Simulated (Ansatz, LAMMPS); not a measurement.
# Liquid (Cs,K,Li)F at 1300 K (82 atoms): support functions against a reference

Aim: test how closely localised support functions follow the reference on liquid (Cs,K,Li)F at 1300 K (82 atoms), and at what cost. A setting counts as converged where the r.m.s. difference of forces stays under 1 % of the r.m.s. force.

Method: Kohn-Sham DFT, PBE, PAW (set soft_2), plane waves, in Ansatz 0.2.0.

## Step 1: Starting point

The cell holds 82 atoms: 15 Cs, 8 K, 18 Li and 41 F. Cell: a = 12.829 Å, b = 12.829 Å, c = 12.829 Å, α = 90.0°, β = 90.0°, γ = 90.0°. 82 atoms (15 Cs, 8 K, 18 Li, 41 F) placed at random at 2.52 g/cm³, melted at 1800 K for 10 ps at fixed volume with the Lennard-Jones and Coulomb ion parameters for SPC/E (Joung and Cheatham, J. Phys. Chem. B 112, 9020 (2008)), full charges. Snapshot at the end of a hold of 20 ps at 1300 K and fixed volume.

Limits known from the start: The network of bonds at the start is that of the classical potential that made the cell, and needn't be the one that DFT or experiment would give. The ion parameters were fitted for water, not for melts, so the starting structure of this cell may lie well off the real melt's. The Brillouin zone is sampled at Γ only, in a cell whose shortest periodic width is 13 Å. The levels lack spin–orbit coupling, which is large for the heavy elements here.

## Step 2: How the cell was made

A classical potential makes the cell, at a small fraction of what the same run would cost in DFT.

This step: classical MD, Lennard-Jones and Coulomb ion parameters for SPC/E (Joung and Cheatham, J. Phys. Chem. B 112, 9020 (2008)), full charges (LAMMPS 22 Jul 2025 - Update 4).

in.lmp reads:

```
# melt-quench of Cs15K8Li18F41
units metal
atom_style charge
boundary p p p
region box block 0 12.8285 0 12.8285 0 12.8285
create_box 4 box
mass 1 132.9055   # Cs
mass 2 39.0983   # K
mass 3 6.9400   # Li
mass 4 18.9984   # F
create_atoms 1 random 15 886784 NULL overlap 2.13 maxtry 2000
create_atoms 2 random 8 886791 NULL overlap 2.13 maxtry 2000
create_atoms 3 random 18 886798 NULL overlap 2.13 maxtry 2000
create_atoms 4 random 41 886805 NULL overlap 2.13 maxtry 2000
pair_style lj/cut/coul/long 9.0
pair_modify mix arithmetic tail yes
pair_coeff 1 1 0.003897 3.6010   # Cs
pair_coeff 2 2 0.018634 2.8384   # K
pair_coeff 3 3 0.014602 1.4094   # Li
pair_coeff 4 4 0.000321 4.0215   # F
set type 1 charge 1
set type 2 charge 1
set type 3 charge 1
set type 4 charge -1
kspace_style pppm 1.0e-4
neigh_modify delay 0 every 1 check yes
thermo_style custom step time temp pe press density
thermo_modify norm yes
timestep 0.002
thermo 100
min_style cg
minimize 1e-4 1e-4 200 2000
reset_timestep 0
velocity all create 1800 886785 mom yes dist gaussian
# [... 14 lines left out ...]
compute msd all msd com yes
thermo 2500
fix md all nvt temp 1300 1300 0.2
run 10000 post no
print "== T1300: mean square displacement over the hold $(c_msd[4]:%.2f) A^2"
unfix md
uncompute msd
write_dump all custom T1300.dump id type xs ys zs modify sort id
```

Started as:

```bash
$ lmp -in in.lmp -log none -nocite
```

Log:

```text
LAMMPS (22 Jul 2025 - Update 4)
Created orthogonal box = (0 0 0) to (12.8285 12.8285 12.8285)
Created 15 atoms
Created 8 atoms
Created 18 atoms
Created 41 atoms
PPPM initialization ...
  G vector (1/distance) = 0.3114147
  grid = 9 9 9
  estimated relative force accuracy = 7.1781534e-05
   Step          Time           Temp          PotEng         Press         Density
         0   0              0             -0.67202598     179578.96      2.5249726
        75   0.15           0             -4.4712849     -16103.219      2.5249726
Loop time of 0.0147113 s on 1 MPI rank(s) for 75 steps with 82 atoms
Minimization stats:
  Stopping criterion = energy tolerance
  Energy initial, next-to-last, final =
    -0.672025979798934  -4.47095098472623   -4.4712848843447
  Force two-norm initial, final = 94.619616 0.65540269
  Iterations, force evaluations = 75 98
   Step          Time           Temp          PotEng         Press         Density
[... 8 lines left out ...]
      3332   6.664          1852.6342     -4.2267448      19831.922      2.5249726
      4165   8.33           1845.5061     -4.2319107      11726.238      2.5249726
      4998   9.996          1803.8379     -4.2335707      20118.753      2.5249726
      5831   11.662         1661.4809     -4.2493571      26328.643      2.5249726
[... 1 line left out ...]
Loop time of 0.585469 s on 1 MPI rank(s) for 5000 steps with 82 atoms
   Step          Time           Temp          PotEng         Press         Density
[... 5 lines left out ...]
Loop time of 0.288593 s on 1 MPI rank(s) for 2500 steps with 82 atoms
   Step          Time           Temp          PotEng         Press         Density
[... 2 lines left out ...]
     12500   25             1157.7513     -4.3502916     -10497.047      2.5249726
     15000   30             1158.0596     -4.2709047     -3115.339       2.5249726
     17500   35             1375.7964     -4.3093647     -490.29209      2.5249726
     18500   37             1534.9908     -4.3399948      4404.8261      2.5249726
Loop time of 1.16367 s on 1 MPI rank(s) for 10000 steps with 82 atoms
== T1300: mean square displacement over the hold 54.42 A^2
```

It took 2.3 s on 1 thread of AMD EPYC 9R45, shared host; peak memory 0.069 GiB.

## Step 3: Plane-wave single point

The first run fixes the reference, at a cutoff of 420 eV.

input.yaml reads:

```yaml
crystal:
  lattice:
    - [12.8285, 0.0, 0.0]
    - [0.0, 12.8285, 0.0]
    - [0.0, 0.0, 12.8285]
  atoms:
    - { symbol: Cs, position: [0.15071, 0.9448, 0.27668] }
    - { symbol: Cs, position: [0.61583, 0.47226, 0.43584] }
    - { symbol: Cs, position: [0.08338, 0.44268, 0.70784] }
    - { symbol: Cs, position: [0.64613, 0.8775, 0.6708] }
    - { symbol: Cs, position: [0.65587, 0.35624, 0.04688] }
    - { symbol: Cs, position: [0.81838, 0.09691, 0.47323] }
    - { symbol: Cs, position: [0.99551, 0.16041, 0.18189] }
    - { symbol: Cs, position: [0.42264, 0.00101, 0.45304] }
    - { symbol: Cs, position: [0.26578, 0.30727, 0.21928] }
    - { symbol: Cs, position: [0.35471, 0.30948, 0.75336] }
    - { symbol: Cs, position: [0.3491, 0.79949, 0.87661] }
    - { symbol: Cs, position: [0.33068, 0.68719, 0.38782] }
    - { symbol: Cs, position: [0.00763, 0.74685, 0.91477] }
    - { symbol: Cs, position: [0.50038, 0.62892, 0.12131] }
    - { symbol: Cs, position: [0.0512, 0.46858, 0.36982] }
    - { symbol: K, position: [0.13561, 0.06642, 0.94919] }
    - { symbol: K, position: [0.8958, 0.76859, 0.30473] }
    - { symbol: K, position: [0.73824, 0.6169, 0.78602] }
    - { symbol: K, position: [0.42257, 0.03697, 0.16828] }
    - { symbol: K, position: [0.76111, 0.96182, 0.95682] }
    - { symbol: K, position: [0.17941, 0.16347, 0.51006] }
    - { symbol: K, position: [0.0524, 0.71836, 0.53747] }
    - { symbol: K, position: [0.7579, 0.62776, 0.14327] }
    - { symbol: Li, position: [0.58082, 0.40346, 0.65835] }
    - { symbol: Li, position: [0.21846, 0.56293, 0.02026] }
    - { symbol: Li, position: [0.49409, 0.56464, 0.86818] }
    - { symbol: Li, position: [0.65441, 0.11143, 0.20816] }
    - { symbol: Li, position: [0.20241, 0.89453, 0.64541] }
    - { symbol: Li, position: [0.8521, 0.96625, 0.14194] }
    - { symbol: Li, position: [0.353, 0.47447, 0.50867] }
    - { symbol: Li, position: [0.63787, 0.68975, 0.48032] }
    - { symbol: Li, position: [0.1057, 0.69039, 0.16037] }
    - { symbol: Li, position: [0.01687, 0.4924, 0.09425] }
    - { symbol: Li, position: [0.60332, 0.85577, 0.28975] }
    - { symbol: Li, position: [0.82838, 0.55671, 0.58684] }
    - { symbol: Li, position: [0.81511, 0.34052, 0.25905] }
    - { symbol: Li, position: [0.64377, 0.17809, 0.67923] }
    - { symbol: Li, position: [0.56366, 0.15631, 0.88908] }
    - { symbol: Li, position: [0.56961, 0.18985, 0.43827] }
    - { symbol: Li, position: [0.412, 0.66731, 0.63609] }
    - { symbol: Li, position: [0.84922, 0.77943, 0.66806] }
    - { symbol: F, position: [0.45655, 0.50907, 0.65186] }
    - { symbol: F, position: [0.55324, 0.1919, 0.11712] }
    - { symbol: F, position: [0.9307, 0.61083, 0.70186] }
    - { symbol: F, position: [0.11419, 0.72235, 0.3285] }
    - { symbol: F, position: [0.38204, 0.47948, 0.3547] }
    - { symbol: F, position: [0.49302, 0.70858, 0.7802] }
    - { symbol: F, position: [0.44645, 0.79746, 0.26496] }
    - { symbol: F, position: [0.85808, 0.88876, 0.55405] }
    - { symbol: F, position: [0.77121, 0.10216, 0.09772] }
    - { symbol: F, position: [0.5909, 0.08068, 0.56826] }
    - { symbol: F, position: [0.4366, 0.04281, 0.92194] }
    - { symbol: F, position: [0.62574, 0.01284, 0.33018] }
    - { symbol: F, position: [0.18076, 0.25032, 0.69842] }
    - { symbol: F, position: [0.20647, 0.50855, 0.50813] }
    - { symbol: F, position: [0.6897, 0.22021, 0.31641] }
    - { symbol: F, position: [0.1476, 0.91233, 0.81131] }
    - { symbol: F, position: [0.73422, 0.69982, 0.59568] }
    - { symbol: F, position: [0.26626, 0.72787, 0.62761] }
    - { symbol: F, position: [0.94263, 0.96934, 0.28628] }
    - { symbol: F, position: [0.61739, 0.67013, 0.31215] }
    - { symbol: F, position: [0.74265, 0.86034, 0.17738] }
    - { symbol: F, position: [0.20037, 0.72115, 0.03273] }
    - { symbol: F, position: [0.8172, 0.79227, 0.81736] }
    - { symbol: F, position: [0.68084, 0.10086, 0.80704] }
    - { symbol: F, position: [0.50341, 0.32093, 0.54032] }
    - { symbol: F, position: [0.55999, 0.27365, 0.76638] }
    - { symbol: F, position: [0.38038, 0.52954, 0.97427] }
    - { symbol: F, position: [0.89377, 0.63106, 0.45946] }
    - { symbol: F, position: [0.95442, 0.27773, 0.35784] }
    - { symbol: F, position: [0.97049, 0.6288, 0.15057] }
    - { symbol: F, position: [0.93965, 0.39173, 0.1767] }
    - { symbol: F, position: [0.16233, 0.94145, 0.5013] }
    - { symbol: F, position: [0.33692, 0.12782, 0.35257] }
    - { symbol: F, position: [0.94709, 0.93597, 0.0297] }
    - { symbol: F, position: [0.71481, 0.46972, 0.23324] }
    - { symbol: F, position: [0.18013, 0.54856, 0.16141] }
    - { symbol: F, position: [0.49367, 0.75502, 0.53326] }
    - { symbol: F, position: [0.18776, 0.10507, 0.13996] }
    - { symbol: F, position: [0.11415, 0.46632, 0.95551] }
    - { symbol: F, position: [0.63519, 0.57253, 0.98549] }
    - { symbol: F, position: [0.71156, 0.4697, 0.62476] }
kpoints:
  mp_grid: { grid: [1, 1, 1] }
hamiltonian:
  xc: pbe
scf:
  occupations: { method: fixed }
output:
  forces: true
  stress: true
  populations: true
  dos:
    method: { smearing: { sigma: 0.15 } }
    de: 0.1
    projected: { site_lists: { Cs: [Cs], F: [F], K: [K], Li: [Li] } }
  eigenvalues: true
  write_density: true
  write_potential: true
  volumetric_format: npy
  elf: true
```

Started as:

```bash
$ ansatz run input.yaml --threads 4 --pin off --max-ram 8192MiB --backend cpu --events-out ev --progress --plain --runs-dir out
```

Log:

```text
Engine: ansatz 0.2.0, x86_64-unknown-linux-gnu
Pseudopotentials: kind: paw
Pseudopotential: Cs, paw, valence charge 9, recommended cutoff 420 eV (normal), Cs.paw.azcp
Pseudopotential: K, paw, valence charge 9, recommended cutoff 420 eV (normal), K.paw.azcp
Pseudopotential: Li, paw, valence charge 3, recommended cutoff 420 eV (normal), Li.paw.azcp
Pseudopotential: F, paw, valence charge 7, recommended cutoff 420 eV (normal), F.paw.azcp
[... 5 lines on functional and potentials left out ...]
Crystal: 82 atoms, lattice volume = 2111.192 Å³
Basis set: ecut = 420 eV, 41347 PW (Γ), exchange–correlation on 180×180×180 points (8 copies of the dense FFT grid, shifted against one another)
Bands: 356, of which v1, the nominal top of the filled ones, is band 274 counted from 1 (273 counted from 0)
Symmetry: 1 space group operations
Space group: P1 (ITA 1), of the structure as read, at distance tolerance 1.3e-4 Å
k-points: 1
[... 9 lines on functional and potentials left out ...]
Initial density: superposition of atomic densities (neutral atoms: chi_scale 0, normalization atom), corrected by the library's trained network
Initial wavefunctions: pseudopotential atomic-orbital guess
Functional: x = pbe(κ = 0.804, μ = 0.219515), c = pbe(β = 0.066725)
SCF iter   1: F=—  HF=-134285.493013 eV  |F-HF|=—  |Δ(HF+E_count)|=         —  Δρ=1.33e-3  dr2=6.02e-2  ethr=1.77e-3  ⟨swp⟩=5.0  Hψ=1279  notcnv=0  defer=79
preconditioner: auto → Resta (q_TF=auto, 2.179 Å⁻¹)  ε∞=2.6  [insulator: Δε(μ)=3.796 eV  Ē_g=14.317 eV  n_scr=364 (ndim 8)  ℏωp=18.0 eV  f_vac=0.276  ε∞_Penn≈2.6]
SCF iter   2: F=—  HF=-134285.487857 eV  |F-HF|=—  |Δ(HF+E_count)|=   5.16e-3  Δρ=7.75e-4  dr2=1.73e-2  ethr=1.10e-5  ⟨swp⟩=3.0  Hψ=648  notcnv=0  defer=80
SCF iter   3: F=—  HF=-134285.487908 eV  |F-HF|=—  |Δ(HF+E_count)|=   5.07e-5  Δρ=3.98e-4  dr2=6.00e-3  ethr=3.15e-6  ⟨swp⟩=2.0  Hψ=531  notcnv=0  defer=80
SCF iter   4: F=—  HF=-134285.487356 eV  |F-HF|=—  |Δ(HF+E_count)|=   5.52e-4  Δρ=1.07e-4  dr2=3.88e-4  ethr=1.09e-6  ⟨swp⟩=2.0  Hψ=439  notcnv=0  defer=80
SCF iter   5: F=—  HF=-134285.487382 eV  |F-HF|=—  |Δ(HF+E_count)|=   2.58e-5  Δρ=8.19e-5  dr2=1.03e-4  ethr=7.08e-8  ⟨swp⟩=2.0  Hψ=531  notcnv=0  defer=80
SCF iter   6: F=—  HF=-134285.487344 eV  |F-HF|=—  |Δ(HF+E_count)|=   3.74e-5  Δρ=2.97e-5  dr2=1.51e-5  ethr=1.87e-8  ⟨swp⟩=2.0  Hψ=529  notcnv=0  defer=78
SCF iter   7: F=—  HF=-134285.487742 eV  |F-HF|=—  |Δ(HF+E_count)|=   3.97e-4  Δρ=6.45e-6  dr2=1.22e-6  ethr=2.75e-9  ⟨swp⟩=2.0  Hψ=630  notcnv=0  defer=77
SCF iter   8: F=—  HF=-134285.487742 eV  |F-HF|=—  |Δ(HF+E_count)|=   3.37e-7  Δρ=5.87e-6  dr2=5.32e-7  ethr=2.24e-10  ⟨swp⟩=2.0  Hψ=529  notcnv=0  defer=78
SCF iter   9: F=-134285.487742 eV  HF=-134285.487742 eV  |F-HF|=2.28e-8  |Δ(HF+E_count)|=   1.05e-7  Δρ=1.53e-6  dr2=5.00e-8  ethr=1.82e-11  ⟨swp⟩=21.0  Hψ=3554  notcnv=0
SCF 1 converged in 9 iterations: F = -134285.487742 eV  dr2 = 5.00e-8
  greatest PAW one-centre occupation: 1.000 electrons in one spin orbital (limit 2), on the Li atom at site 24 (counted from 0), in its partial waves of l = 0
WARN: The input density's exchange-correlation potential varies sharply where the density is thin. Do not read a vacuum level from v_tot or v_xc, or from such a field of the output density. On a cell that repeats whose density bears no net charge and no dipole along the vacuum's axis use v_es (v_loc + v_h of the components); [...]
SCF converged after 9 iterations
Free energy (F): -134285.487742 eV
Harris-Foulkes:  -134285.487742 eV  (|F-HF|=2.28e-8)
Internal energy: -134285.487742 eV  (E = F + TS)
E sigma→0 (E₀):  -134285.487742 eV
Fermi energy:    0.208156 eV
--- Per-component energies (eV) ---
  E_band       = -5448.951234
  E_kinetic    = 13026.307896
  E_local      = -50186.952113  (includes V_loc(G=0)·N_el)
  E_nonlocal   = 2957.088871
  E_hartree    = 19959.393179
  E_xc         = -7196.473846
  E_vxc        = -7701.216494  (∫ρ·V_xc dr)
  E_paw        = -90841.816267  (= ΣΔE_a)
  E_vpaw       = -3463.047353  (= ΣTr[D̂ρ^β])
  E_aug_tail   = 0.084587  (compensation charges beyond the density's cutoff)
  E_ewald      = -22003.120049
  E_smearing   = -0.000000  (= −TS)
  E_closure    = -0.000000  (closes the sum)
  Σ components = -134285.487742   (vs F -134285.487742, Δ=0.00e0)
--- Forces (eV/Å), atoms counted from 1 ---
  atom   1  Cs     0.21007353    -0.74762775     0.38582545
  atom   2  Cs    -0.23385054     0.00308369    -1.35358725
  atom   3  Cs     0.00282990     0.35531581     0.30868346
  atom   4  Cs    -0.60966088     0.59469912     0.14930522
  atom   5  Cs     0.22701325    -0.09907575     0.13746850
  atom   6  Cs     0.20505400    -0.47240163    -0.45158665
  atom   7  Cs    -1.04555630     0.54599284    -0.09538104
  atom   8  Cs     0.79954445    -1.98447047     1.18241935
  atom   9  Cs     0.41582460     0.55546843    -0.05592270
  atom  10  Cs     0.63003695     0.45106644     0.46332999
  atom  11  Cs    -0.91279027     0.79056564     0.54659182
  atom  12  Cs    -0.55955324    -0.17273686     0.12714274
  atom  13  Cs     0.27728139     0.13802470     0.00429649
  atom  14  Cs    -1.03110914     0.38309498     1.22631370
[...]
atom  81  F      0.36451059    -0.24585879    -1.41288785
  atom  82  F      0.27641764    -0.19020321     0.60801537
  max |Σ_I F_I| component: 5.26e-5 eV/Å
--- Stress (GPa, compression-positive) ---
       -1.196996      -0.266855       0.472174
       -0.266854      -1.538749       0.289658
        0.472173       0.289659      -2.248931
  P = ⅓ Tr σ = -1.6616 GPa (-16.616 kbar)
--- Band table (eV) ---
  k-point 0: bands = ["-44.6120", "-44.3946", "-44.0278", "-43.6519", [... 340 levels ...], "8.5182", "8.5335", "8.5517", "8.5950", "8.6271", "8.6811", "8.6923", "8.7459", "8.7652", "8.7818", "8.8317", "8.8550"]
--- Löwdin populations: 82 sites ---
  site symbol       q [e]
     0     Cs      8.0490
     1     Cs      8.0073
     2     Cs      8.0606
[...]
81      F      7.7757
  spilling = 0.006516 (of n_electrons = 548.000000)
```

Wall time 12 s (4 threads of AMD EPYC 9R45, shared host); peak memory 2.6 GiB.

The program notes that the exchange-correlation potential is rough where the density is thin.

Numbers from this run:

- free energy: -134285.4877 eV
- free energy per atom: -1637.6279 eV/atom
- SCF cycles: 9
- pressure: -1.662 GPa
- r.m.s. force component: 0.5199 eV/Å
- longest force: 2.444 eV/Å
- Fermi energy: 0.2082 eV
- gap (highest filled to lowest empty level): 3.769 eV
- spilling of the projection: 0.006516

The r.m.s. force component of 0.52 eV/Å sets the scale for the differences below.

## Step 4: Support functions low

With localised support functions most steps grow linearly with size, though the diagonalisation grows faster unless the density matrix is cut; this run measures error and cost at this size.

This step: Kohn-Sham DFT, PBE, PAW (set soft_2), localised support functions (low) (Ansatz 0.2.0).

input.yaml, the sections that differ from step 3:

```yaml
scf:
  occupations: { method: fixed }
  eigensolver: { kind: { support_functions: { accuracy: low } } }
  max_iter: 150
output:
  forces: true
  eigenvalues: true
# crystal, kpoints, hamiltonian: as in step 3
```

Log:

```text
Warning: scf.eigensolver.kind.support_functions: disabling space-group detection — the functions' gradient is summed over unrotated k-points, so no spatial operation reduces the k-mesh or symmetrises the density; time reversal is kept, so that k and −k are solved as one point where they differ and the mesh holds both, and exact exchange and, on two spinor components, a DFT+U term hold to it where the run has them: [...]
settings of this run that can trade accuracy for cost: scf.eigensolver.kind.support_functions; scf.eigensolver.kind.support_functions.accuracy: low [...]
[...]
Crystal: 82 atoms, lattice volume = 2111.192 Å³
Basis set: ecut = 420 eV, 41347 PW (Γ), exchange–correlation on 180×180×180 points (8 copies of the dense FFT grid, shifted against one another)
Bands: 329, of which v1, the nominal top of the filled ones, is band 274 counted from 1 (273 counted from 0)
Symmetry: 1 space group operations
k-points: 1
[...]
SCF iter   1: F=—  HF=-134322.505161 eV  |F-HF|=—  |Δ(HF+E_count)|=         —  Δρ=9.16e-2  dr2=2.47e2  ethr=1.00e-1
[...]
SCF iter  16: F=-134285.777202 eV  HF=-134285.777202 eV  |F-HF|=4.93e-7  |Δ(HF+E_count)|=   1.36e-3  Δρ=1.12e-5  dr2=4.92e-6  ethr=3.32e-9
SCF 1 converged in 16 iterations: F = -134285.796477 eV  dr2 = 4.92e-6
[...]
SCF converged after 16 iterations
Stability not checked: this state was not tested for a lower state beside it, because the mixer in use, unlike msr1, does not test its closes by its own steps (another_mixer; see scf.mixing.algorithm and scf.lower_state_search)
Free energy (F): -134285.796477 eV
[...]
Internal energy: -134285.796477 eV  (E = F + TS)
E sigma→0 (E₀):  -134285.796477 eV
Fermi energy:    0.209021 eV
[...]
--- Forces (eV/Å), atoms counted from 1 ---
  atom   1  Cs     0.20975339    -0.74763597     0.38564855
  atom   2  Cs    -0.23407450     0.00348210    -1.35332637
  atom   3  Cs     0.00315177     0.35560097     0.30866568
  atom   4  Cs    -0.60927633     0.59431611     0.14893877
  atom   5  Cs     0.22660116    -0.09935938     0.13798455
  atom   6  Cs     0.20413950    -0.47229655    -0.45171271
  atom   7  Cs    -1.04523222     0.54635702    -0.09575997
  atom   8  Cs     0.80002549    -1.98419378     1.18198055
  atom   9  Cs     0.41559922     0.55518848    -0.05554181
  atom  10  Cs     0.62997602     0.45135795     0.46282400
  atom  11  Cs    -0.91253325     0.79014796     0.54586836
  atom  12  Cs    -0.55926853    -0.17292469     0.12769560
  atom  13  Cs     0.27752414     0.13808726     0.00431070
  atom  14  Cs    -1.03055719     0.38279982     1.22579663
[...]
atom  81  F      0.36435918    -0.24556100    -1.41225827
  atom  82  F      0.27599127    -0.19032415     0.60802859
  max |Σ_I F_I| component: 2.90e-3 eV/Å
--- Band table (eV) ---
[...]
```

Elapsed: 72 s, on 4 threads; peak memory 4.9 GiB.

The program notes that the band table was not solved further than the SCF left it and it switched symmetry off.

Keys that differ from the reference: support_functions.accuracy = "low" and scf.max_iter = 150.

Forces differ from the reference by 0.44 meV/Å r.m.s., 0.085 % of their size, well within a tolerance of 1 %; the energy by -3.8 meV/atom. It took roughly 6.2 times the reference's time (one timing each, with unlike analyses asked), in 16 cycles against 9.

(Part 1 of 2 ends here.)

[Long decimals in the printed logs are rounded to 6 places.]

[Logs are printed without paths, hosts, clocks, repeated set-up lines and the standing remarks that a program may print on its own settings, such as how far it seeks lower states.]

[Hosts, paths, dates, database ids (printed as entryN), source tags and the programs' standing remarks are cut or masked in the printed files.]
